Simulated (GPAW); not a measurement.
# Ballistic transport through an Al chain with one Cu atom in line, from relaxation to T(E)

How well does an Al chain with one Cu atom in line conduct once its atoms have relaxed, and how much do cheaper levels lose?

Calculated with GPAW 26.7.0; GPAW LCAO, PAW setups; relaxation of the junction within the symmetry of its start, lead ends held, in the first sound run; inputs show where later runs differ.

This is a report of a sequence of runs, with most program output left out.

## Step 1: The structure

The cell holds 15 atoms: 14 Al and 1 Cu. Cell: a = 9.000 Å, b = 9.000 Å, c = 35.848 Å, α = 90.0°, β = 90.0°, γ = 90.0°. Regions: left lead, 7 atoms (7 Al); channel, 1 atom (1 Cu); right lead, 7 atoms (7 Al). Vacuum lies along a and b. The structure is stacked along c, and the current runs across the ab planes.

## Step 2: Relaxing the atoms

Transmission follows bond lengths closely, so the atoms between the held lead ends are relaxed first, within whatever symmetry the start has.

Input file run.py:

```python
import json
from ase import Atoms
from ase.constraints import FixAtoms
from ase.optimize import BFGS
from gpaw import GPAW, FermiDirac

device = Atoms(
    ['Al', 'Al', 'Al', 'Al', 'Al', 'Al', 'Al', 'Cu', 'Al', 'Al', 'Al', 'Al', 'Al', 'Al', 'Al'],
    positions=[
        [4.50000, 4.50000, 1.20000],
        [4.50000, 4.50000, 3.60000],
        [4.50000, 4.50000, 6.00000],
        [4.50000, 4.50000, 8.40000],
        [4.50000, 4.50000, 10.80000],
        [4.50000, 4.50000, 13.20000],
        [4.50000, 4.50000, 15.60000],
        [4.50000, 4.50000, 17.92390],
        [4.50000, 4.50000, 20.24780],
        [4.50000, 4.50000, 22.64780],
        [4.50000, 4.50000, 25.04780],
        [4.50000, 4.50000, 27.44780],
        [4.50000, 4.50000, 29.84780],
        [4.50000, 4.50000, 32.24780],
        [4.50000, 4.50000, 34.64780]],
    cell=[[9.0, 0.0, 0.0], [0.0, 9.0, 0.0], [0.0, 0.0, 35.8478]],
    pbc=True)

device.set_constraint(FixAtoms([0, 1, 2, 3, 4, 5, 9, 10, 11, 12, 13, 14]))
device.calc = GPAW(mode='lcao', basis='dzp', xc='PBE', h=0.18,
                   kpts={'size': (1, 1, 2), 'gamma': True},
                   symmetry={'tolerance': 1e-3, 'extra_ids': [1, 1, 1, 1, 1, 1, 0, 0, 0, 1, 1, 1, 1, 1, 1]},
                   occupations=FermiDirac(0.1), maxiter=250,
                   mixer=dict(beta=0.1, nmaxold=8, weight=100.0),
                   convergence=dict(density=0.0001), txt='relax.txt')
path = []
opt = BFGS(device, maxstep=0.15)
opt.attach(lambda: path.append((device.get_potential_energy(), device.positions.tolist(), device.get_forces().tolist())))
relaxed = bool(opt.run(fmax=0.05, steps=50))
json.dump(dict(relaxed=relaxed, path=path, positions=device.positions.tolist(), moments=device.get_magnetic_moments().tolist(),
               forces=device.get_forces(apply_constraint=False).tolist()), open('result.json', 'w'))
```

Launch:

```console
OMP_NUM_THREADS=1 OPENBLAS_NUM_THREADS=1 python run.py
```

Run time: 3.8 min. Hardware: 1 thread of Intel Xeon Platinum 8375C at 2.90GHz (Ice Lake), shared host; peak memory 1.6 GiB.

Step by step:

| step | energy less that of the first step (eV) | largest force (eV/Å) |
| --- | --- | --- |
| 1 | 0.0000 | 0.7511 |
| 2 | -0.0144 | 0.5654 |
| 3 | -0.0335 | 0.0049 |

The atoms that moved most (Å):

| atom | dx | dy | dz | length |
| --- | --- | --- | --- | --- |
| Al7 | 0.000 | 0.000 | 0.043 | 0.043 |
| Al9 | 0.000 | 0.000 | -0.043 | 0.043 |

The relaxation lowered the energy of the cell by 0.0335 eV (energies extrapolated to zero smearing; the optimiser's log prints free energies). The largest force left on a free atom is 0.0049 eV/Å.

## Step 3: GPAW, dzp

The script solves lead and junction separately, takes H and S in the orbital basis, and joins semi-infinite leads through their self-energies; the dzp basis is the working standard.

This step: GPAW LCAO, PAW setups; Landauer transmission from Green's functions with principal layers (ASE), zero bias (GPAW 26.7.0).

Input file run.py:

```python
import json
import numpy as np
from ase import Atoms
from ase.transport.calculators import TransportCalculator
from gpaw import GPAW, FermiDirac
from gpaw.lcao.tools import get_lcao_hamiltonian
from scipy.linalg import eigh

# The junction with lead layers at both ends, along the third cell vector
device = Atoms(
    ['Al', 'Al', 'Al', 'Al', 'Al', 'Al', 'Al', 'Cu', 'Al', 'Al', 'Al', 'Al', 'Al', 'Al', 'Al'],
    positions=[
        [4.50000, 4.50000, 1.20000],
        [4.50000, 4.50000, 3.60000],
        [4.50000, 4.50000, 6.00000],
        [4.50000, 4.50000, 8.40000],
        [4.50000, 4.50000, 10.80000],
        [4.50000, 4.50000, 13.20000],
        [4.50000, 4.50000, 15.64339],
        [4.50000, 4.50000, 17.92390],
        [4.50000, 4.50000, 20.20441],
        [4.50000, 4.50000, 22.64780],
        [4.50000, 4.50000, 25.04780],
        [4.50000, 4.50000, 27.44780],
        [4.50000, 4.50000, 29.84780],
        [4.50000, 4.50000, 32.24780],
        [4.50000, 4.50000, 34.64780]],
    cell=[[9.0, 0.0, 0.0], [0.0, 9.0, 0.0], [0.0, 0.0, 35.8478]],
    pbc=True)

# One principal layer of the lead: the first 4 atoms of the device
lead = Atoms(
    ['Al', 'Al', 'Al', 'Al'],
    positions=[
        [4.50000, 4.50000, 1.20000],
        [4.50000, 4.50000, 3.60000],
        [4.50000, 4.50000, 6.00000],
        [4.50000, 4.50000, 8.40000]],
    cell=[[9.0, 0.0, 0.0], [0.0, 9.0, 0.0], [0.0, 0.0, 9.6]],
    pbc=True)

settings = dict(mode='lcao', basis='dzp', xc='PBE', h=0.2,
                occupations=FermiDirac(0.1), maxiter=250,
                mixer=dict(beta=0.1, nmaxold=8, weight=100.0),
                convergence=dict(density=0.0001))
energies = np.arange(-2, 2 + 1e-9, 0.025)
eta = 0.0001
n1, n2 = 1, 1
# k and -k transmit alike, so half of the mesh across the current serves
mesh = [(i, j) for i in range(n1) for j in range(n2) if (i, j) <= (-i % n1, -j % n2)]
weights = np.array([1 if (i, j) == (-i % n1, -j % n2) else 2 for i, j in mesh]) / (n1 * n2)


def ground_state(atoms, size, txt):
    atoms.calc = GPAW(kpts={'size': size, 'gamma': True}, symmetry={'tolerance': 1e-3}, txt=txt, **settings)
    atoms.get_potential_energy()
    return atoms.calc.get_fermi_level()


def blocks(atoms, fermi, points, nz, cells):
    """H - E_F S and S between cell 0 and the cells above it, at each point across the current."""
    kz = np.arange(nz) / nz
    calc = atoms.calc.fixed_density(kpts=[(*k, z) for k in points for z in kz], symmetry='off', txt=None)
    H, S = get_lcao_hamiltonian(calc)
    H = (H - fermi * S).reshape(len(H), len(points), nz, *S.shape[1:])
    S = S.reshape(H.shape[1:])
    phases = [np.exp(-2j * np.pi * kz * R) / nz for R in cells]
    return [(np.einsum('skzij,z->ksij', H, p), np.einsum('kzij,z->kij', S, p)) for p in phases]


def pair(a, b):
    return np.block([[a, b], [b.T.conj(), a]])


def count_channels(h, s, cells, nk=240):
    """Half the number of times that the lead's bands cross each energy, unfolded to its shortest repeat."""
    b = len(h) // cells
    bands = []
    for k in (np.arange(nk + 1) + 0.5) / nk:
        hk, sk = h[:b, :b].copy(), s[:b, :b].copy()
        for R in range(1, cells):
            phase, block = np.exp(2j * np.pi * k * R), slice(R * b, (R + 1) * b)
            hk += h[:b, block] * phase + (h[:b, block] * phase).T.conj()
            sk += s[:b, block] * phase + (s[:b, block] * phase).T.conj()
        w, u = eigh(sk)
        x = u[:, w > 1e-5] / w[w > 1e-5]**0.5  # drop near-dependent combinations
        bands.append(np.r_[eigh(x.T.conj() @ hk @ x, eigvals_only=True), [1e9] * (w <= 1e-5).sum()])
    below = np.array(bands)[:, :, None] < energies
    return (below[1:] != below[:-1]).sum((0, 1)) / 2


fermi_lead = ground_state(lead, (1, 1, 12), 'lead.txt')
fermi_device = ground_state(device, (1, 1, 2), 'device.txt')
T, channels, eigen, tail, misfit, shifts = [], [], [], 0.0, 0.0, []
for first in range(0, len(mesh), 493):
    points = [(i / n1, j / n2) for i, j in mesh[first:first + 493]]
    (H0k, S0k), (H1k, S1k), (H2k, _) = blocks(lead, fermi_lead, points, 5, range(3))
    [(Hk, Sk)] = blocks(device, fermi_device, points, 2, [0])
    tail = max(tail, abs(H2k).max())
    for H0, S0, H1, S1, H, S in zip(H0k, S0k, H1k, S1k, Hk, Sk):
        n = len(S0)
        # Shift the lead onto the potential of the device's first layer
        shift = ((H[:, 0, 0] - H0[:, 0, 0]) / S0[0, 0]).real.mean()
        shifts.append(shift)
        misfit = max(misfit, abs(H[:, :n, :n] - H0 - shift * S0).max())
        Tk, Ck, Ek = [], [], []
        for s in range(len(H)):
            t = s % len(H0)  # a lead without moments serves both spins
            h1, s1 = pair(H0[t] + shift * S0, H1[t] + shift * S1), pair(S0, S1)
            leads = dict(h1=h1, s1=s1, energies=energies, eta=eta, eta1=eta, eta2=eta)
            calc = TransportCalculator(h=H[s], s=S, eigenchannels=3, **leads)
            Tk.append(calc.get_transmission())
            Ek.append(np.sort(calc.eigenchannels_ne, axis=0)[::-1])
            Ck.append(count_channels(h1, s1, 8))
        T.append(Tk)
        channels.append(Ck)
        eigen.append(Ek)
T, channels = np.array(T), np.array(channels)
mean, open_channels = np.einsum('kse,k->se', T, weights), np.einsum('kse,k->se', channels, weights)

print(f'basis functions: device {len(S)}, principal layer {n}')
print(f'Fermi level: lead {fermi_lead:.4f} eV, device {fermi_device:.4f} eV; lead shifted by {np.mean(shifts):.4f} eV')
print(f'largest coupling past the next layer {tail:.2e} eV, largest misfit of the first layer {misfit:.3f} eV')
print('  E-E_F (eV)   ' + 'T (one spin)  channels')
for e, t, c in zip(energies, mean.T, open_channels.T):
    print(f'{e:10.3f}  ', *[f'{x:11.4e}' for x in t], *[f'{x:9.4f}' for x in c])

kT = 8.617333e-5 * 300
fine = np.linspace(energies[0], energies[-1], 4001)
both = np.exp(np.interp(fine, energies, np.log(np.maximum(mean.sum(0) * 2 / len(mean), 1e-30))))
fermi = lambda mu: 1 / (1 + np.exp(np.clip((fine - mu) / kT, -200, 200)))
slope = fermi(0) * (1 - fermi(0)) / kT
G = np.trapezoid(both * slope, fine) / 2
seebeck = -np.trapezoid(both * slope * fine, fine) / (2 * G * 300) * 1e6
print(f'conductance at 300 K: {G:.5g} G0 a cell; thermopower {seebeck:.4g} uV/K')
bias = [0.1, 0.2, 0.5, 1.0, 1.5, 2.0]
current = [38.74 * np.trapezoid(both * (fermi(V / 2) - fermi(-V / 2)), fine) for V in bias]
for V, I in zip(bias, current):
    print(f'current from the zero-bias T(E) at {V} V: {I:.5g} uA')
zero = abs(energies).argmin()
json.dump(dict(energies=energies.tolist(), T=mean.tolist(), channels=open_channels.tolist(), G=G, seebeck=seebeck,
               bias=bias, current=current, tail=tail, misfit=misfit, shift=np.mean(shifts), n_device=len(S), n_lead=n,
               fermi=[fermi_lead, fermi_device], energy=device.get_potential_energy(),
               moments=device.get_magnetic_moments().tolist(), mesh=mesh, weights=weights.tolist(),
               T_k=T[:, :, zero].tolist(), eigen=np.array(eigen[0]).tolist()), open('result.json', 'w'))
```

The job ended after 88 s (1 thread; peak memory 1.2 GiB).

This step gave:

| Item | Value |
| --- | --- |
| conductance | 0.7191 G₀ |
| thermopower | -9.953 μV/K |
| largest coupling past the next principal layer | 1.49e-15 eV |
| largest misfit of the first principal layer | 0.01625 eV |
| shift that aligns the lead | 0.004051 eV |
| basis functions of the junction | 197 |
| basis functions of a principal layer | 52 |
| transmission at the Fermi level (one spin) | 0.7314 |
| open channels of the lead at the Fermi level (one spin) | 2 |

One spin. Transmission, zone mean against energy, zero at the Fermi level:

| energy (eV) | transmission, zone mean |
| --- | --- |
| -2.000 | 0.0447 |
| -1.800 | 0.641 |
| -1.600 | 0.990 |
| -1.575 | 0.998 |
| -1.400 | 0.737 |
| -1.200 | 1.3e-8 |
| -1.000 | 3.3e-9 |
| -0.800 | 7.9e-10 |
| -0.600 | 3.1e-11 |
| -0.400 | 1.8e-8 |
| -0.200 | 0.336 |
| 0.000 | 0.731 |
| 0.200 | 0.764 |
| 0.400 | 0.725 |
| 0.600 | 0.753 |
| 0.800 | 0.825 |
| 1.000 | 0.975 |
| 1.200 | 1.21 |
| 1.400 | 1.40 |
| 1.600 | 1.56 |
| 1.800 | 1.67 |
| 2.000 | 1.74 |

Crossings of the lead's bands, unfolded to its shortest repeat. Open channels, zone mean against energy, zero at the Fermi level:

energy (eV), open channels, zone mean and a bar:
```
   -2.000       1.00 ##########
   -1.900       1.00 ##########
   -1.800       1.00 ##########
   -1.700       1.00 ##########
   -1.600       1.00 ##########
   -1.500       1.00 ##########
   -1.400       1.00 ##########
   -1.300       1.00 ##########
   -1.200       0.00 
   -1.100       0.00 
   -1.000       0.00 
   -0.900       0.00 
   -0.800       0.00 
   -0.700       0.00 
   -0.600       0.00 
   -0.500       0.00 
   -0.400       0.00 
   -0.300       2.00 ####################
   -0.200       2.00 ####################
   -0.100       2.00 ####################
    0.000       2.00 ####################
    0.100       2.00 ####################
    0.200       2.00 ####################
    0.300       2.00 ####################
    0.400       2.00 ####################
    0.500       2.00 ####################
    0.600       2.00 ####################
    0.700       2.00 ####################
    0.800       2.00 ####################
    0.900       2.00 ####################
    1.000       3.00 ##############################
    1.100       3.00 ##############################
    1.200       3.00 ##############################
    1.300       3.00 ##############################
    1.400       3.00 ##############################
    1.500       3.00 ##############################
    1.600       3.00 ##############################
    1.700       3.00 ##############################
    1.800       3.00 ##############################
    1.900       3.00 ##############################
    2.000       3.00 ##############################
```

Not self-consistent under bias; the bias window is split evenly. The current through one cell, from the zero-bias transmission by bias:

| bias (V) | current through one cell, from the zero-bias transmission (μA) |
| --- | --- |
| 0.100 | 5.54 |
| 0.200 | 10.9 |
| 0.500 | 24.4 |
| 1.000 | 39.7 |
| 1.500 | 54.5 |
| 2.000 | 71.3 |

The transmission of the three most open eigenchannels by energy, zero at the Fermi level:

| energy (eV) | channel 1 | channel 2 | channel 3 |
| --- | --- | --- | --- |
| -2.000 | 0.0447 | 1.3e-12 | 0 |
| -1.900 | 0.313 | 1.4e-12 | 0 |
| -1.800 | 0.641 | 1.4e-12 | 0 |
| -1.700 | 0.878 | 1.4e-12 | 0 |
| -1.600 | 0.990 | 1.4e-12 | 0 |
| -1.500 | 0.965 | 1.4e-12 | 0 |
| -1.400 | 0.737 | 1.4e-12 | 0 |
| -1.300 | 0.0727 | 1.3e-12 | 0 |
| -1.200 | 1.3e-8 | 1.3e-12 | 0 |
| -1.100 | 3.4e-9 | 1.3e-12 | 0 |
| -1.000 | 3.3e-9 | 1.3e-12 | 0 |
| -0.900 | 2.6e-7 | 1.3e-12 | 0 |
| -0.800 | 7.9e-10 | 1.3e-12 | 0 |
| -0.700 | 1.0e-10 | 1.3e-12 | 0 |
| -0.600 | 3.0e-11 | 1.3e-12 | 0 |
| -0.500 | 1.2e-11 | 1.3e-12 | 0 |
| -0.400 | 8.8e-9 | 8.8e-9 | 6.5e-12 |
| -0.300 | 0.0548 | 0.0548 | 4.1e-12 |
| -0.200 | 0.168 | 0.168 | 3.0e-12 |
| -0.100 | 0.290 | 0.290 | 2.5e-12 |
| 0.000 | 0.366 | 0.366 | 2.3e-12 |
| 0.100 | 0.388 | 0.388 | 2.3e-12 |
| 0.200 | 0.382 | 0.382 | 2.7e-12 |
| 0.300 | 0.369 | 0.369 | 3.5e-12 |
| 0.400 | 0.362 | 0.362 | 5.2e-12 |
| 0.500 | 0.365 | 0.365 | 9.1e-12 |
| 0.600 | 0.377 | 0.377 | 2.0e-11 |
| 0.700 | 0.393 | 0.393 | 6.0e-11 |
| 0.800 | 0.413 | 0.413 | 3.3e-10 |
| 0.900 | 0.432 | 0.432 | 1.3e-8 |
| 1.000 | 0.449 | 0.449 | 0.0767 |
| 1.100 | 0.464 | 0.464 | 0.172 |
| 1.200 | 0.478 | 0.478 | 0.257 |
| 1.300 | 0.491 | 0.491 | 0.333 |
| 1.400 | 0.502 | 0.502 | 0.400 |
| 1.500 | 0.513 | 0.513 | 0.460 |
| 1.600 | 0.522 | 0.522 | 0.512 |
| 1.700 | 0.558 | 0.530 | 0.530 |
| 1.800 | 0.598 | 0.535 | 0.535 |
| 1.900 | 0.633 | 0.539 | 0.539 |
| 2.000 | 0.663 | 0.540 | 0.540 |

Couplings past the next layer reach 1.5e-15 eV, small enough to drop; the matrix elements of the cell's first layer differ from the bulk lead's by up to 0.016 eV. That layer keeps its own values in the calculation, and only beyond it is the lead taken as perfect. The Fermi levels of lead and junction count from different zeros of potential, one for each periodic cell; with both set to zero, the small remaining shift is what aligns them. By hand: G = 0.7191 × 77.48 μS = 55.7 μS, a resistance of 17.9 kΩ; at 0.1 V a linear junction would pass 5.57 μA, and the integral over the bias window gives 5.54 μA. Mott's formula, S = -(π²/3)(k_B²T/e) d ln T/dE, has the prefactor 7.33 μV/K·eV at 300 K; T = 0.7046 at -0.025 eV and 0.7513 at 0.025 eV give a slope of 1.28 per eV and S = -9.40 μV/K, beside -9.95 μV/K from the thermal integral, which interpolates the same grid.

## Step 4: Single-zeta polarised basis

One radial function a shell plus polarisation makes the matrices smaller; the question is what that costs.

run.py: that of step 3 with these lines changed.

```diff
@@ -41,3 +41,3 @@
 
-settings = dict(mode='lcao', basis='dzp', xc='PBE', h=0.2,
+settings = dict(mode='lcao', basis='szp(dzp)', xc='PBE', h=0.2,
                 occupations=FermiDirac(0.1), maxiter=250,
```

Run time: 73 s. Hardware: 1 thread; peak memory 1.1 GiB.

This step gave:

| Property | Result |
| --- | --- |
| conductance | 0.7059 G₀ |
| thermopower | -8.976 μV/K |
| largest coupling past the next principal layer | 1.59e-15 eV |
| largest misfit of the first principal layer | 0.02001 eV |
| shift that aligns the lead | 0.006972 eV |
| basis functions of the junction | 135 |
| basis functions of a principal layer | 36 |
| transmission at the Fermi level (one spin) | 0.7182 |

One spin. Table of transmission, zone mean by energy, zero at the Fermi level:

energy (eV), transmission, zone mean and a bar:
```
   -2.000       0.21 ####
   -1.800       0.72 ##############
   -1.600       1.00 ###################
   -1.575       1.00 ###################
   -1.400       0.27 #####
   -1.200       0.00 
   -1.000       0.00 
   -0.800       0.00 
   -0.600       0.00 
   -0.400       0.00 
   -0.200       0.32 ######
    0.000       0.72 ##############
    0.200       0.73 ##############
    0.400       0.67 #############
    0.600       0.68 #############
    0.800       0.77 ###############
    1.000       0.98 ###################
    1.200       1.16 #######################
    1.400       1.30 #########################
    1.600       1.41 ############################
    1.800       1.49 #############################
    2.000       1.54 ##############################
```

Crossings of the lead's bands, unfolded to its shortest repeat. The open channels, zone mean by energy, zero at the Fermi level:

| energy (eV) | open channels, zone mean |
| --- | --- |
| -2.000 | 1 |
| -1.900 | 1 |
| -1.800 | 1 |
| -1.700 | 1 |
| -1.600 | 1 |
| -1.500 | 1 |
| -1.400 | 1 |
| -1.300 | 0 |
| -1.200 | 0 |
| -1.100 | 0 |
| -1.000 | 0 |
| -0.900 | 0 |
| -0.800 | 0 |
| -0.700 | 0 |
| -0.600 | 0 |
| -0.500 | 0 |
| -0.400 | 0 |
| -0.300 | 2 |
| -0.200 | 2 |
| -0.100 | 2 |
| 0.000 | 2 |
| 0.100 | 2 |
| 0.200 | 2 |
| 0.300 | 2 |
| 0.400 | 2 |
| 0.500 | 2 |
| 0.600 | 2 |
| 0.700 | 2 |
| 0.800 | 3 |
| 0.900 | 3 |
| 1.000 | 3 |
| 1.100 | 3 |
| 1.200 | 3 |
| 1.300 | 3 |
| 1.400 | 3 |
| 1.500 | 3 |
| 1.600 | 3 |
| 1.700 | 3 |
| 1.800 | 3 |
| 1.900 | 3 |
| 2.000 | 3 |

Not self-consistent under bias; the bias window is split evenly. The current through one cell, from the zero-bias transmission by bias:

| bias (V) | current through one cell, from the zero-bias transmission (μA) |
| --- | --- |
| 0.100 | 5.44 |
| 0.200 | 10.7 |
| 0.500 | 23.7 |
| 1.000 | 37.8 |
| 1.500 | 51.1 |
| 2.000 | 67.7 |

Table of transmission of the three most open eigenchannels by energy, zero at the Fermi level:

| energy (eV) | channel 1 | channel 2 | channel 3 |
| --- | --- | --- | --- |
| -2.000 | 0.213 | 0 | 0 |
| -1.800 | 0.721 | 0 | 0 |
| -1.600 | 0.996 | 0 | 0 |
| -1.400 | 0.265 | 0 | 0 |
| -1.200 | 3.9e-9 | 0 | 0 |
| -1.000 | 2.1e-8 | 0 | 0 |
| -0.800 | 1.4e-10 | 0 | 0 |
| -0.600 | 1.4e-11 | 0 | 0 |
| -0.400 | 1.9e-11 | 1.9e-11 | 4.3e-12 |
| -0.200 | 0.161 | 0.161 | 2.5e-12 |
| 0.000 | 0.359 | 0.359 | 2.5e-12 |
| 0.200 | 0.365 | 0.365 | 4.2e-12 |
| 0.400 | 0.335 | 0.335 | 1.4e-11 |
| 0.600 | 0.340 | 0.340 | 1.6e-10 |
| 0.800 | 0.368 | 0.368 | 0.0332 |
| 1.000 | 0.395 | 0.395 | 0.194 |
| 1.200 | 0.414 | 0.414 | 0.330 |
| 1.400 | 0.443 | 0.429 | 0.429 |
| 1.600 | 0.534 | 0.440 | 0.440 |
| 1.800 | 0.607 | 0.444 | 0.444 |
| 2.000 | 0.664 | 0.439 | 0.439 |

The conductance, 0.706 G₀, lies 1.8 % below that of the dzp run.

## Step 5: Minimal basis

The minimal basis is the cheapest rung: no second zeta and no polarisation.

run.py: that of step 4 with these lines changed.

```diff
@@ -41,3 +41,3 @@
 
-settings = dict(mode='lcao', basis='szp(dzp)', xc='PBE', h=0.2,
+settings = dict(mode='lcao', basis='sz(dzp)', xc='PBE', h=0.2,
                 occupations=FermiDirac(0.1), maxiter=250,
```

It took 56 s on 1 thread; peak memory 1 GiB.

Numbers from this step:

```
conductance                                    : 0.7578 G₀
thermopower                                    : -6.112 μV/K
largest coupling past the next principal layer : 1.14e-15 eV
largest misfit of the first principal layer    : 0.02691 eV
shift that aligns the lead                     : 0.008508 eV
basis functions of the junction                : 62
basis functions of a principal layer           : 16
transmission at the Fermi level (one spin)     : 0.7691
```

The conductance, 0.758 G₀, lies 5.4 % above that of the dzp run.

(Continued in part 2 of 2.)

[Logs are printed without paths, hosts, clocks, repeated set-up lines and the standing remarks that a program may print on its own settings, such as how far it seeks lower states.]

[Hosts, paths, dates, database ids (printed as entryN), source tags and the programs' standing remarks are cut or masked in the printed files.]
